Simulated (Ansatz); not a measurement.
# Si on Al(110): change of the work function, part 4 of 5

How does Si on the top site change the work function of Al(110) as the layer fills?

Ansatz 0.2.0; plane-wave DFT, PBE-D3(BJ), Ansatz PAW.

So far, work function, upper face (eV): step 2 (the clean slab) 4.00; step 3 (46 atoms, coverage 0.111 ML, cell 3x3) 4.34; step 4 (21 atoms, coverage 0.25 ML, cell 2x2) 4.60.

### 5. Adsorbate added, k-mesh 4×5×1, coverage 0.5 ML

System of this step: Si/Al(110). The cell holds 22 atoms: 20 Al and 2 Si. Its edges and angles: a = 8.100 Å, b = 5.728 Å, c = 26.008 Å, α = 90.0°, β = 90.0°, γ = 90.0°. Vacuum lies along c.

Another coverage, to see how the dipoles act on each other as their distance changes.

input.yaml reads:

```yaml
crystal:
  lattice:
    - [8.1, 0.0, 0.0]
    - [0.0, 5.7275649276, 0.0]
    - [0.0, 0.0, 26.0083380696]
  atoms:
    - { symbol: Al, position: [0.0, 0.0, 0.3460428719] }
    - { symbol: Al, position: [0.25, 0.25, 0.4010979557] }
    - { symbol: Al, position: [0.0, 0.0, 0.4539409147] }
    - { symbol: Al, position: [0.25, 0.25, 0.509902513] }
    - { symbol: Al, position: [0.0, 0.0, 0.5602948574] }
    - { symbol: Al, position: [0.0, 0.5, 0.3460428719] }
    - { symbol: Al, position: [0.25, 0.75, 0.4010979557] }
    - { symbol: Al, position: [0.0, 0.5, 0.4539409147] }
    - { symbol: Al, position: [0.25, 0.75, 0.509902513] }
    - { symbol: Al, position: [0.0, 0.5, 0.5602948574] }
    - { symbol: Al, position: [0.5, 0.0, 0.3460428719] }
    - { symbol: Al, position: [0.75, 0.25, 0.4010979557] }
    - { symbol: Al, position: [0.5, 0.0, 0.4539409147] }
    - { symbol: Al, position: [0.75, 0.25, 0.509902513] }
    - { symbol: Al, position: [0.5, 0.0, 0.5602948574] }
    - { symbol: Al, position: [0.5, 0.5, 0.3460428719] }
    - { symbol: Al, position: [0.75, 0.75, 0.4010979557] }
    - { symbol: Al, position: [0.5, 0.5, 0.4539409147] }
    - { symbol: Al, position: [0.75, 0.75, 0.509902513] }
    - { symbol: Al, position: [0.5, 0.5, 0.5602948574] }
    - { symbol: Si, position: [0.0, 0.0, 0.6539571281] }
    - { symbol: Si, position: [0.5, 0.5, 0.6539571281] }
kpoints:
  mp_grid: { grid: [4, 5, 1] }
hamiltonian:
  xc: pbe
  dispersion: d3bj
scf:
  occupations: { method: fermi_dirac, width: 0.1 }
  convergence: { dr2_threshold: 1.0e-08 }
efield:
  axis: 3
  dipole_correction: true
  ramp_position: 0.97
  ramp_width: 0.06
relax:
  f_tol: 0.02
  max_steps: 60
  constraints: [{ sites: [0, 1, 5, 6, 10, 11, 15, 16] }]
output:
  bader: true
  dos: { projected: true, e_range: [-8, 4] }
  write_potential: true
  write_density: true
  volumetric_format: npy
```

The run is started by

```sh
$ ansatz run input.yaml --threads 4 --pin off --max-ram 6144MiB --backend cpu --events-out ev --progress --plain --runs-dir out
```

Numbers of over 12 decimals in the logs are rounded to 6 here.

The program printed:

```text
[...]
Crystal: 22 atoms, lattice volume = 1206.612 Å³
Basis set: ecut = 420 eV, 23651 PW (Γ), exchange–correlation on 120×80×360 points (8 copies of the dense FFT grid, shifted against one another)
Bands: 56, of which v1, the nominal top of the filled ones, is band 34 counted from 1 (33 counted from 0)
Symmetry: 8 space group operations
[...]
2     Al     -0.0119     0.0009
     3     Al     -0.0342     0.0022
     4     Al      0.3689     0.0053
     5     Al      0.0112     0.0000
     6     Al     -0.0092     0.0000
     7     Al     -0.0160     0.0000
[...]
18     Al     -0.0343     0.0022
    19     Al      0.3689     0.0053
    20     Si     -0.5239     0.0004
    21     Si     -0.5239     0.0004
  estimated error of the sums over rays = 4.4e-4 e
[key lines of the parts left out:]
SCF converged after 6 iterations
Free energy (F): -12016.905958 eV
Fermi energy:    -0.658334 eV
Dipole field:    D = -0.030263 V/Å  (p = -0.201801 e·Å, saw-weighted, corrected)
Work function:   Φ+ = 4.8752 eV   Φ− = 4.0881 eV
```

Elapsed: 99 s, on 4 threads of Arm Neoverse V2, shared host; peak memory 1.9 GiB.

Step by step:

```
step  energy less that of the first step (eV)  largest force component (eV/Å)
   1                                   0.0000                          0.5299
   2                                  -0.2225                          0.2456
   3                                  -0.2864                          0.0756
   4                                  -0.2974                          0.0612
   5                                  -0.2980                          0.0147
```

Forces are held to the 8 operations that the run works with; a distortion that breaks them can't arise in this run.

The atoms that moved most (Å):

```
atom     dx     dy      dz  length
Al15  0.000  0.000   0.444   0.444
Al10  0.000  0.000   0.444   0.444
Si21  0.000  0.000  -0.242   0.242
Si22  0.000  0.000  -0.242   0.242
 Al5  0.000  0.000  -0.166   0.166
Al20  0.000  0.000  -0.166   0.166
Al13  0.000  0.000   0.103   0.103
 Al8  0.000  0.000   0.103   0.103
```

Final coordinates:

```xyz
22
Lattice="8.1000 0.0000 0.0000 0.0000 5.7276 0.0000 0.0000 0.0000 26.0083" Properties=species:S:1:pos:R:3
Al    0.0000    0.0000    9.0000
Al    2.0250    1.4319   10.4319
Al    0.0000    0.0000   11.7665
Al    2.0250    1.4319   13.2913
Al    0.0000    0.0000   14.4066
Al    0.0000    2.8638    9.0000
Al    2.0250    4.2957   10.4319
Al    0.0000    2.8638   11.9093
Al    2.0250    4.2957   13.2913
Al    0.0000    2.8638   15.0163
Al    4.0500    0.0000    9.0000
Al    6.0750    1.4319   10.4319
Al    4.0500    0.0000   11.9093
Al    6.0750    1.4319   13.2913
Al    4.0500    0.0000   15.0163
Al    4.0500    2.8638    9.0000
Al    6.0750    4.2957   10.4319
Al    4.0500    2.8638   11.7665
Al    6.0750    4.2957   13.2913
Al    4.0500    2.8638   14.4066
Si    0.0000    0.0000   16.7668
Si    4.0500    2.8638   16.7668
```

The density of states has structure finer than the step of the table below, so its rows give means over 0.25 eV, whole bins alone (the curve runs from -8 to 1.98 eV). Peaks (eV: height): -6.980: 17.7, -5.530: 20.8, -2.020: 20.9, -0.150: 18.5, 0.750: 19.8, 0.960: 17.6, 1.830: 17.7.

Density of states against energy, zero at the Fermi level; means over each step:

```csv
energy (eV),density of states (states/eV a cell)
-7.75,3.82
-7.50,6.62
-7.25,6.32
-7.00,7.21
-6.75,5.14
-6.50,6.08
-6.25,5.43
-6.00,4.24
-5.75,4.14
-5.50,9.44
-5.25,6.40
-5.00,6.43
-4.75,6.55
-4.50,5.32
-4.25,6.67
-4.00,6.96
-3.75,9.63
-3.50,6.17
-3.25,7.37
-3.00,5.65
-2.75,4.81
-2.50,13.0
-2.25,11.6
-2.00,12.2
-1.75,7.38
-1.50,8.36
-1.25,10.1
-1.00,10.3
-0.75,10.8
-0.50,9.27
-0.25,11.1
0.00,11.7
0.25,10.2
0.50,13.1
0.75,17.4
1.00,11.0
1.25,10.0
1.50,10.4
1.75,12.1
```

The relaxation took 5 steps and lowered the energy by 0.30 eV; the largest force on the free atoms ends at 0.015 eV/Å.

The covered face has 4.88 eV, +0.87 eV against the clean one; the bare back face has moved by +0.09 eV, a measure of how thin the slab is.

### 6. The covered slab, k-mesh 8×10×1, coverage 1 ML

System of this step: Si/Al(110). The cell holds 6 atoms: 5 Al and 1 Si. Cell: a = 4.050 Å, b = 2.864 Å, c = 26.008 Å, α = 90.0°, β = 90.0°, γ = 90.0°. Vacuum lies along c.

Another coverage, to see how the dipoles act on each other as their distance changes.

input.yaml, the sections that differ from step 5:

```yaml
crystal:
  lattice:
    - [4.05, 0.0, 0.0]
    - [0.0, 2.8637824638, 0.0]
    - [0.0, 0.0, 26.0083380696]
  atoms:
    - { symbol: Al, position: [0.0, 0.0, 0.3460428719] }
    - { symbol: Al, position: [0.5, 0.5, 0.4010979557] }
    - { symbol: Al, position: [0.0, 0.0, 0.4539409147] }
    - { symbol: Al, position: [0.5, 0.5, 0.509902513] }
    - { symbol: Al, position: [0.0, 0.0, 0.5602948574] }
    - { symbol: Si, position: [0.0, 0.0, 0.6539571281] }
kpoints:
  mp_grid: { grid: [8, 10, 1] }
relax:
  f_tol: 0.02
  max_steps: 60
  constraints: [{ sites: [0, 1] }]
output:
  bader: true
  write_potential: true
  write_density: true
  volumetric_format: npy
# hamiltonian, scf, efield: as in step 5
```

The program printed:

```text
[...]
Crystal: 6 atoms, lattice volume = 301.653 Å³
Basis set: ecut = 420 eV, 5899 PW (Γ), exchange–correlation on 60×40×360 points (8 copies of the dense FFT grid, shifted against one another)
Bands: 16, of which v1, the nominal top of the filled ones, is band 10 counted from 1 (9 counted from 0)
Symmetry: 4 space group operations
[...]
- { symbol: Al, position: [0.0, 0.0, 0.562240] }
    - { symbol: Si, position: [0.0, 0.0, 0.657054] }
--- Bader charges: 6 sites ---
  site symbol  charge [e]  shift [e]
     0     Al      0.0275     0.0000
     1     Al     -0.0020     0.0000
     2     Al     -0.0451     0.0000
     3     Al     -0.0170     0.0001
     4     Al      0.4385     0.0010
     5     Si     -0.4020     0.0008
  estimated error of the sums over rays = 4.0e-4 e
[key lines of the parts left out:]
SCF converged after 6 iterations
Free energy (F): -3322.116458 eV
Fermi energy:    -0.303864 eV
Dipole field:    D = -0.032483 V/Å  (p = -0.054151 e·Å, saw-weighted, corrected)
Work function:   Φ+ = 4.9058 eV   Φ− = 4.0610 eV
```

It took 18 s on 4 threads; peak memory 0.54 GiB; 71 s of CPU time.

Step by step:

```csv
step,energy less that of the first step (eV),largest force component (eV/Å)
1,0.0000,0.1726
2,-0.0059,0.0551
3,-0.0061,0.0020
```

Forces are held to the 4 operations that the run works with; a distortion that breaks them can't arise in this run.

The atoms that moved most (Å):

```csv
atom,dx,dy,dz,length
Si6,0.000,0.000,0.081,0.081
Al5,0.000,0.000,0.051,0.051
Al4,0.000,0.000,0.040,0.040
Al3,0.000,0.000,0.011,0.011
```

Running mean over 1.432 Å of the planar mean; the ramp of the sawtooth is left out. Table of electron's electrostatic potential energy less the Fermi level by z:

```csv
z (Å),electron's electrostatic potential energy less the Fermi level (eV)
3.5,4.06
4.0,4.06
4.5,4.06
5.0,4.06
5.5,4.05
6.0,4.03
6.5,3.94
7.0,3.66
7.5,2.76
8.0,0.720
8.5,-1.63
9.0,-3.63
9.5,-4.46
10.0,-4.67
10.5,-4.81
11.0,-4.88
11.5,-4.84
12.0,-4.61
12.5,-4.53
13.0,-4.61
13.5,-4.93
14.0,-4.92
14.5,-4.22
15.0,-2.08
15.5,0.115
16.0,0.363
16.5,-2.46
17.0,-4.80
17.5,-3.43
18.0,0.489
18.5,3.50
19.0,4.52
19.5,4.81
20.0,4.88
20.5,4.90
21.0,4.90
21.5,4.91
22.0,4.91
22.5,4.91
```

The relaxation took 3 steps and lowered the energy by 0.0061 eV; the largest force on the free atoms ends at 0.0020 eV/Å.

The covered face has 4.91 eV, +0.90 eV against the clean one; the bare back face has moved by +0.06 eV, a measure of how thin the slab is.

### 7. Work function against coverage

This step: plane-wave DFT, PBE-D3(BJ), Ansatz PAW; work function against coverage (Ansatz 0.2.0).

The runs are now put side by side.

This step gave:

```
work function of the clean face     : 4.002 eV
largest change of the work function : 0.9033 eV
```

Table of work function of the covered face by coverage:

```
coverage (adsorbates/nm²)  work function of the covered face (eV)
                     0.00                                    4.00
                     0.96                                    4.34
                     2.16                                    4.60
                     4.31                                    4.88
                     8.62                                    4.91
```

The dipole per adsorbate comes from the change of the cell's dipole. Coverage, by row:

```csv
coverage (1/nm²),coverage (ML),work function (eV),change (eV),"dipole per adsorbate, positive end outwards (debye)",mean height of the added atoms over the highest substrate atom (Å)
0.9579,0.1111,4.34,0.3374,-0.862,1.919
2.155,0.25,4.596,0.5935,-0.699,1.812
4.311,0.5,4.875,0.8727,-0.482,1.751
8.622,1,4.906,0.9033,-0.259,2.466
```

### 8. The slab at 0.25 ML, atoms frozen

This step: plane-wave DFT, PBE-D3(BJ), Ansatz PAW (Ansatz 0.2.0).

System of this step: Si/Al(110). The cell holds 21 atoms: 20 Al and 1 Si. Its edges and angles: a = 8.100 Å, b = 5.728 Å, c = 26.008 Å, α = 90.0°, β = 90.0°, γ = 90.0°. Vacuum lies along c.

To see where the charge goes, the covered slab, the bare substrate and the adsorbate layer are each run at the same frozen positions and on the same grid.

input.yaml reads:

```yaml
crystal:
  lattice:
    - [8.1, 0.0, 0.0]
    - [0.0, 5.7275649276, 0.0]
    - [0.0, 0.0, 26.0083380696]
  atoms:
    - { symbol: Al, position: [0.0, 0.0, 0.3460428719] }
    - { symbol: Al, position: [0.25, 0.25, 0.4010979557] }
    - { symbol: Al, position: [0.0, 0.0, 0.4518732791] }
    - { symbol: Al, position: [0.2516161199, 0.2541246362, 0.5106936241] }
    - { symbol: Al, position: [0.0, 0.0, 0.552219585] }
    - { symbol: Al, position: [0.0, 0.5, 0.3460428719] }
    - { symbol: Al, position: [0.25, 0.75, 0.4010979557] }
    - { symbol: Al, position: [0.0, 0.5, 0.4569474111] }
    - { symbol: Al, position: [0.2516161199, 0.7458753638, 0.5106936241] }
    - { symbol: Al, position: [0.0, 0.5, 0.5723586599] }
    - { symbol: Al, position: [0.5, 0.0, 0.3460428719] }
    - { symbol: Al, position: [0.75, 0.25, 0.4010979557] }
    - { symbol: Al, position: [0.5, 0.0, 0.4550262052] }
    - { symbol: Al, position: [0.7483838801, 0.2541246362, 0.5106936241] }
    - { symbol: Al, position: [0.5, 0.0, 0.5628932039] }
    - { symbol: Al, position: [0.5, 0.5, 0.3460428719] }
    - { symbol: Al, position: [0.75, 0.75, 0.4010979557] }
    - { symbol: Al, position: [0.5, 0.5, 0.4542950935] }
    - { symbol: Al, position: [0.7483838801, 0.7458753638, 0.5106936241] }
    - { symbol: Al, position: [0.5, 0.5, 0.5624148371] }
    - { symbol: Si, position: [0.0, 0.0, 0.6420271596] }
kpoints:
  mp_grid: { grid: [4, 5, 1] }
hamiltonian:
  xc: pbe
  dispersion: d3bj
scf:
  occupations: { method: fermi_dirac, width: 0.1 }
  convergence: { dr2_threshold: 1.0e-08 }
efield:
  axis: 3
  dipole_correction: true
  ramp_position: 0.97
  ramp_width: 0.06
output:
  write_potential: true
  write_density: true
  volumetric_format: npy
```

The program printed:

```text
[...]
Crystal: 21 atoms, lattice volume = 1206.612 Å³
Basis set: ecut = 420 eV, 23651 PW (Γ)
Bands: 53, of which v1, the nominal top of the filled ones, is band 32 counted from 1 (31 counted from 0)
Symmetry: 4 space group operations
[...]
k-points: 9 of 20
[...]
SCF iter   1: F=—  HF=-11382.876416 eV  |F-HF|=—  |Δ(HF+E_count)|=         —  Δρ=1.66e-3  dr2=2.77e-1  ethr=1.77e-3  p=-0.117 e·Å  D=-1.75e-2 V/Å  ΔV_dip=0.45 eV  dr2_dipole=7.79e-2  V_vac-E_F(+/−)=4.44/3.98 eV  ⟨swp⟩=10.6  Hψ=2998  notcnv=0  defer=1
[...]
SCF iter   8: F=-11382.866816 eV  HF=-11382.866816 eV  |F-HF|=6.50e-9  |Δ(HF+E_count)|=   6.49e-8  Δρ=3.91e-7  dr2=4.29e-9  ethr=1.56e-11  p=-0.147 e·Å  D=-2.20e-2 V/Å  ΔV_dip=0.57 eV  dr2_dipole=5.82e-11  V_vac-E_F(+/−)=4.60/4.02 eV  ⟨swp⟩=16.2  Hψ=1960  notcnv=0
SCF 1 converged in 8 iterations: F = -11382.866816 eV  dr2 = 4.29e-9
[...]
SCF converged after 8 iterations
Free energy (F): -11382.866816 eV
[...]
Internal energy: -11382.494950 eV  (E = F + TS)
E sigma→0 (E₀):  -11382.680883 eV
Entropy (-TS):   -0.371866 eV (-17.708 meV/atom)
Fermi energy:    -0.707037 eV
Dipole field:    D = -0.021981 V/Å  (p = -0.146570 e·Å, saw-weighted, corrected)
Work function:   Φ+ = 4.5960 eV   Φ− = 4.0243 eV
[...]
--- Band table (eV; the first three rows and the last of 9) ---
  k-point 0: bands = [... 28 lower, -1.6639, -1.5914, -1.3997, -1.1423, -1.0224, -0.3992, -0.2548, -0.0860, ... 17 higher]
  k-point 1: bands = [... 28 lower, -1.5010, -1.3723, -1.3090, -0.9915, -0.8768, -0.6750, -0.5717, -0.4755, ... 17 higher]
  k-point 2: bands = [... 28 lower, -0.9846, -0.9671, -0.8222, -0.6725, -0.5199, -0.3480, -0.2256, -0.0961, ... 17 higher]
  k-point 8: bands = [... 28 lower, -1.5621, -0.9967, -0.7628, -0.5438, -0.4913, -0.4096, -0.3441, 0.1455, ... 17 higher]
```

Run time: 18 s. Hardware: 4 threads; peak memory 1.8 GiB.

The column dr2 measures how far the density is from self-consistency, as an energy; F and HF (Harris–Foulkes) agree once it is small.

Numbers from this step:

| Property | Result |
| --- | --- |
| energy at zero smearing | -11382.6809 eV |
| work function, upper face | 4.596 eV |
| work function, lower face | 4.024 eV |
| dipole along the normal | -0.1466 e·Å |
| step between the vacuum levels | 0.5717 eV |

The work function of the upper face is 4.60 eV.

### 9. The substrate of the 0.25 ML cell alone

System of this step: Si/Al(110), substrate alone, atoms held. The cell holds 20 atoms: 20 Al. Cell: a = 8.100 Å, b = 5.728 Å, c = 26.008 Å, α = 90.0°, β = 90.0°, γ = 90.0°. Vacuum lies along c.

The second part, atoms unmoved.

Changes to input.yaml since step 8:

```diff
@@ -26,3 +26,2 @@
     - { symbol: Al, position: [0.5, 0.5, 0.5624148371] }
-    - { symbol: Si, position: [0.0, 0.0, 0.6420271596] }
 kpoints:
```

The program printed:

```text
[...]
Crystal: 20 atoms, lattice volume = 1206.612 Å³
Basis set: ecut = 420 eV, 23651 PW (Γ)
Bands: 50, of which v1, the nominal top of the filled ones, is band 30 counted from 1 (29 counted from 0)
Symmetry: 4 space group operations
[...]
k-points: 9 of 20
[...]
SCF iter   1: F=—  HF=-10748.879134 eV  |F-HF|=—  |Δ(HF+E_count)|=         —  Δρ=1.01e-3  dr2=3.98e-2  ethr=1.77e-3  p=0.005 e·Å  D=8.16e-4 V/Å  ΔV_dip=-0.02 eV  dr2_dipole=1.74e-3  V_vac-E_F(+/−)=3.91/3.93 eV  ⟨swp⟩=11.0  Hψ=2825  notcnv=0
[...]
SCF iter   8: F=-10748.883361 eV  HF=-10748.883361 eV  |F-HF|=6.37e-10  |Δ(HF+E_count)|=   2.80e-8  Δρ=1.28e-7  dr2=3.81e-10  ethr=1.67e-11  p=-0.004 e·Å  D=-6.70e-4 V/Å  ΔV_dip=0.02 eV  dr2_dipole=5.61e-12  V_vac-E_F(+/−)=4.01/3.99 eV  ⟨swp⟩=2.3  Hψ=785  notcnv=0
SCF 1 converged in 8 iterations: F = -10748.883361 eV  dr2 = 3.81e-10
[...]
SCF converged after 8 iterations
Free energy (F): -10748.883361 eV
[...]
Internal energy: -10748.567760 eV  (E = F + TS)
E sigma→0 (E₀):  -10748.725560 eV
Entropy (-TS):   -0.315601 eV (-15.780 meV/atom)
Fermi energy:    -0.652692 eV
Dipole field:    D = -0.000672 V/Å  (p = -0.004478 e·Å, saw-weighted, corrected)
Work function:   Φ+ = 4.0105 eV   Φ− = 3.9930 eV
[...]
--- Band table (eV; the first three rows and the last of 9) ---
  k-point 0: bands = [... 26 lower, -1.7863, -1.5196, -1.4322, -1.3927, -0.6938, -0.3618, -0.1753, 0.0267, ... 16 higher]
  k-point 1: bands = [... 26 lower, -1.3877, -1.3466, -1.3351, -1.1864, -0.6665, -0.6513, -0.5392, -0.5109, ... 16 higher]
  k-point 2: bands = [... 26 lower, -0.9559, -0.8760, -0.8713, -0.7113, -0.4940, -0.1650, -0.0904, 0.0168, ... 16 higher]
  k-point 8: bands = [... 26 lower, -1.5403, -1.4999, -0.6496, -0.6116, -0.4025, -0.3822, -0.0885, -0.0511, ... 16 higher]
```

It took 17 s on 4 threads; peak memory 1.7 GiB; 66 s of CPU time.

Numbers from this step:

```yaml
energy_at_zero_smearing: -10748.7256 eV
work_function_upper_face: 4.010 eV
dipole_along_the_normal: -0.004478 e·Å
```

The work function of the upper face is 4.01 eV.

(Part 4 of 5 ends here.)

[Logs are printed without paths, hosts, clocks, repeated set-up lines and the standing remarks that a program may print on its own settings, such as how far it seeks lower states.]

[Hosts, paths, dates, database ids (printed as entryN), source tags and the programs' standing remarks are cut or masked in the printed files.]

[Maps of the electrostatic potential energy from Ansatz leave out the sawtooth potential of an applied field or a dipole correction, so their vacuum need not be flat; planar profiles and work functions include it.]

[The density of states shown here was stored with 400 of the rows of the run's finer table, so its peaks can read low, often by over a quarter, or be missed, and its means over a window can be off by a tenth or more.]
